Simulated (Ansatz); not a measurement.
# Series on Mg2+ triflate in trimethyl phosphate and diglyme, by temperature

How do cells made at different temperatures differ in energy, pressure, forces, levels, charges and cost?

Computed with Ansatz 0.2.0: Kohn-Sham DFT, PBE+D3(BJ), PAW (set soft_2). Every run is a single point, with the atoms held where the recipe put them (cutoff of the plane-wave runs 420 eV, gaussian smearing of 0.05 eV).

First member: 4 trimethyl phosphate, 2 diglyme, 1 Mg2+, 2 triflate placed at random, at 1.3 g/cm³; overlaps pushed apart, then 10 ps at 550 K with divalent ions of Li, Roberts, Chakravorty and Merz (J. Chem. Theory Comput. 9, 2733 (2013)); MMFF94 bonds, angles, torsions, charges and radii (Halgren, J. Comput. Chem. 17, 490 (1996)) in harmonic and 12-6 forms; charges of ions scaled by 0.8. Snapshot after 30 ps at 260 K and fixed volume.

Last member: 4 trimethyl phosphate, 2 diglyme, 1 Mg2+, 2 triflate placed at random, at 1.12 g/cm³; overlaps pushed apart, then 10 ps at 550 K with divalent ions of Li, Roberts, Chakravorty and Merz (J. Chem. Theory Comput. 9, 2733 (2013)); MMFF94 bonds, angles, torsions, charges and radii (Halgren, J. Comput. Chem. 17, 490 (1996)) in harmonic and 12-6 forms; charges of ions scaled by 0.8. Snapshot after 30 ps at 440 K and fixed volume.

The members:

| temperature (K) | reduced formula | atoms | valence electrons | k-mesh | basis | density (g/cm³) |
| --- | --- | --- | --- | --- | --- | --- |
| 260 | MgP4H64C26S2O28F6 | 131 | 420 | 1×1×1 | plane waves | 1.30 |
| 300 | MgP4H64C26S2O28F6 | 131 | 420 | 1×1×1 | plane waves | 1.26 |
| 340 | MgP4H64C26S2O28F6 | 131 | 420 | 1×1×1 | plane waves | 1.22 |
| 380 | MgP4H64C26S2O28F6 | 131 | 420 | 1×1×1 | plane waves | 1.18 |
| 440 | MgP4H64C26S2O28F6 | 131 | 420 | 1×1×1 | plane waves | 1.12 |

Each cell is one sample from a classical run, so sample-to-sample scatter enters every column; pressures lack the kinetic term, and hold the strain of bonds inside molecules, whose lengths the classical model set.

The input of the first member, without its atom lines; other members have their own cell and atoms, and may differ in mesh, basis and outputs:

```yaml
crystal:
  lattice:
    - [11.3624, 0.0, 0.0]
    - [0.0, 11.3624, 0.0]
    - [0.0, 0.0, 11.3624]
  atoms:
    [... 131 lines ...]
kpoints:
  mp_grid: { grid: [1, 1, 1] }
hamiltonian:
  xc: pbe
  dispersion: d3bj
scf:
  occupations: { method: gaussian, width: 0.05 }
output:
  forces: true
  stress: true
  populations: intrinsic
  dos:
    method: { smearing: { sigma: 0.15 } }
    de: 0.1
    projected: { site_lists: { C: [C], F: [F], H: [H], Mg: [Mg], O: [O] } }
  eigenvalues: true
  write_density: true
  write_potential: true
  volumetric_format: npy
```

Q: What do these runs give, and what do they cost?

Results; charges are mean intrinsic-atomic-orbital charges in e:

| temperature (K) | energy less the first member's (meV/atom) | pressure (GPa) | r.m.s. force (eV/Å) | gap (eV) | q(S) | q(P) | q(Mg) |
| --- | --- | --- | --- | --- | --- | --- | --- |
| 260 | 0.0 | 0.678 | 0.865 | 4.25 | +2.24 | +2.08 | +1.62 |
| 300 | 1.7 | 0.967 | 0.924 | 4.41 | +2.25 | +2.07 | +1.62 |
| 340 | 10.9 | 1.29 | 1.01 | 4.55 | +2.26 | +2.08 | +1.63 |
| 380 | 17.8 | 0.480 | 1.04 | 3.88 | +2.28 | +2.07 | +1.63 |
| 440 | 21.7 | 1.20 | 1.06 | 4.32 | +2.26 | +2.10 | +1.62 |

The gap is that between the highest filled and lowest empty Kohn-Sham level on the run's k-points, and semilocal functionals tend to put gaps under measured ones.

Cost on 8 threads of Arm Neoverse V2, shared host:

| temperature (K) | atoms | basis | k-mesh | SCF cycles | time | host memory (GiB) |
| --- | --- | --- | --- | --- | --- | --- |
| 260 | 131 | plane waves | 1×1×1 | 11 | 11 s | 1.9 |
| 300 | 131 | plane waves | 1×1×1 | 10 | 11 s | 1.9 |
| 340 | 131 | plane waves | 1×1×1 | 11 | 12 s | 1.9 |
| 380 | 131 | plane waves | 1×1×1 | 11 | 11 s | 2.0 |
| 440 | 131 | plane waves | 1×1×1 | 11 | 12 s | 2.1 |

Times include the outputs that each run asked for, on hosts shared with other jobs.

**Reading.** The energy against the first member goes steadily from 0.0 meV/atom at 260 to 21.7 meV/atom at 440 K; each member is a single configuration. The gap is lowest at 380 K (3.88 eV) and highest at 340 K (4.55 eV), with no steady trend; in single samples it varies with the configuration. The mean charge on S is lowest at 260 K (+2.24 e) and highest at 380 K (+2.28 e), rising overall but not at every step. The density spans 1.12 to 1.30 g/cm³, so the columns mix its effect with that of the temperature. The pressure is lowest at 380 K (0.48 GPa) and highest at 340 K (1.3 GPa), with no steady trend; the recipes set unlike densities, and the bond lengths of the classical model enter the pressure too.

**Limits.** The network of contacts between molecules at the start is that of the classical potential that made the cell, and needn't be the one that DFT or experiment would give. The cells aren't relaxed by DFT, which could reorder their energies.

[Logs are printed without paths, hosts, clocks, repeated set-up lines and the standing remarks that a program may print on its own settings, such as how far it seeks lower states.]

[Hosts, paths, dates, database ids (printed as entryN), source tags and the programs' standing remarks are cut or masked in the printed files.]

[The MMFF94 radii named for the starting cell were scaled by 0.96; in molecules described by MMFF94, hydrogen bound to N, O or S took a small fixed 12-6 site in their place.]
